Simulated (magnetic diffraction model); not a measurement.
## Which magnetic order? DyCd2I7

Space group C2/c (no. 15), a = 18.2950 Å, b = 9.0220 Å, c = 11.6720 Å, β = 123.61°.

| site | atom | x | y | z |
| --- | --- | --- | --- | --- |
| 4e | Dy | 0 | 0.9881 | 3/4 |
| 8f | I | 0.5906 | 0.3383 | 0.0809 |
| 8f | I | 0.6959 | 0.6206 | 0.3507 |
| 8f | I | 0.8710 | 0.2378 | 0.5410 |
| 4e | I | 0 | 0.6182 | 3/4 |
| 8f | Cd | 0.7008 | 0.9961 | 0.3097 |

The compound is invented for this exercise: a known structure type with other elements, its cell scaled to their sizes and not relaxed.

Only Dy is taken to order (form factors of Dy3+); orders and moment sizes are assumed, and not adapted to the symmetry. Radiation: neutrons of λ = 2.41 Å (absorption by Cd and Dy left out), 3° to 40°; isotropic B of 0.49 Å² (Dy), 0.45 Å² (I) and 0.5 Å² (Cd). Simulated constant-wavelength pattern: nuclear and magnetic terms add, the magnetic one as |2.695 fm × Σ f S⊥ exp(2πi Q·r) exp(−B s²)|², summed over all Q at one angle with the factor 1/(sin²θ cos θ). For collinear order S is the moment m, which repeats by lattice and centring translations R with the sign exp(−2πi k·R). Free-ion form factors, Sears's scattering lengths of 1992, no absorption; a label names one of the reflections at its angle. The strongest nuclear line in the range is 100, and lines under 0.2 are left out.

Above the ordering temperature:

```csv
2θ (°),index,I
17.86,(1 1 0),100.0
18.20,(2 0 0),15.0
19.48,(1 1 -1),1.4
23.96,(2 0 -2),33.0
28.71,(0 0 2),19.7
29.27,(1 1 -2),5.8
30.79,(3 1 -2),19.5
30.99,(0 2 0),8.2
31.60,(3 1 0),17.2
31.73,(4 0 -2),10.8
36.17,(2 2 0),4.4
36.88,(4 0 0),4.1
38.24,(1 1 2),7.7
39.54,(2 2 -2),14.4
```

Below it (cell unchanged):

```csv
2θ (°),I
17.86,168.4
18.20,29.2
19.48,1.8
23.96,63.4
27.61,0.3
28.71,34.3
29.27,39.9
30.79,50.7
30.99,21.1
31.60,30.1
31.73,23.6
34.25,0.5
34.92,0.6
36.17,19.8
36.88,7.3
38.24,20.6
39.54,31.7
```

**Question.** Find the propagation vector, then choose among these models:
A. collinear moments along [111], 7.1 μB on Dy; signs + at (0, 0.9881, 3/4), − at (0, 0.0119, 1/4)
B. collinear moments along [111], 7.1 μB on Dy; signs + at (0, 0.9881, 3/4), + at (0, 0.0119, 1/4)
C. collinear moments along [010], 7.1 μB on Dy; signs + at (0, 0.9881, 3/4), + at (0, 0.0119, 1/4)
D. collinear moments along [010], 7.1 μB on Dy; signs + at (0, 0.9881, 3/4), − at (0, 0.0119, 1/4)

No line moves, and magnetic intensity falls on nuclear lines such as the one at 17.86°; new lines at (0 2 1) have whole indices that obey the lattice centring, at places with no nuclear intensity to speak of, so the magnetic cell equals the chemical primitive cell: k = 0.

Magnetic intensity, observed (below minus above) and for each model:

| 2θ (°) | index | observed | A | B | C | D |
| --- | --- | --- | --- | --- | --- | --- |
| 14.24 | (0 0 1) | <0.2 | 61.8 | <0.2 | <0.2 | 88.1 |
| 15.71 | (2 0 -1) | <0.2 | 54.4 | <0.2 | <0.2 | 72.2 |
| 17.86 | (1 1 0) | 68.4 | 0.4 | 68.4 | 28.7 | 0.2 |
| 18.20 | (2 0 0) | 14.2 | <0.2 | 14.2 | 53.5 | <0.2 |
| 19.48 | (1 1 -1) | 0.4 | 77.8 | 0.4 | 0.2 | 34.9 |
| 25.92 | (1 1 1) | <0.2 | 27.9 | <0.2 | 0.2 | 33.1 |
| 29.27 | (1 1 -2) | 34.1 | 0.2 | 34.1 | 28.7 | 0.2 |
| 30.79 | (3 1 -2) | 31.1 | 0.2 | 31.1 | 26.7 | 0.1 |

Model B matches.

The absence at (0 0 1) is telling: the sublattices cancel there.

The structure used: k = (0 0 0), collinear moments along [111], 7.1 μB on Dy; signs + at (0, 0.9881, 3/4), + at (0, 0.0119, 1/4).

[Logs are printed without paths, hosts, clocks, repeated set-up lines and the standing remarks that a program may print on its own settings, such as how far it seeks lower states.]
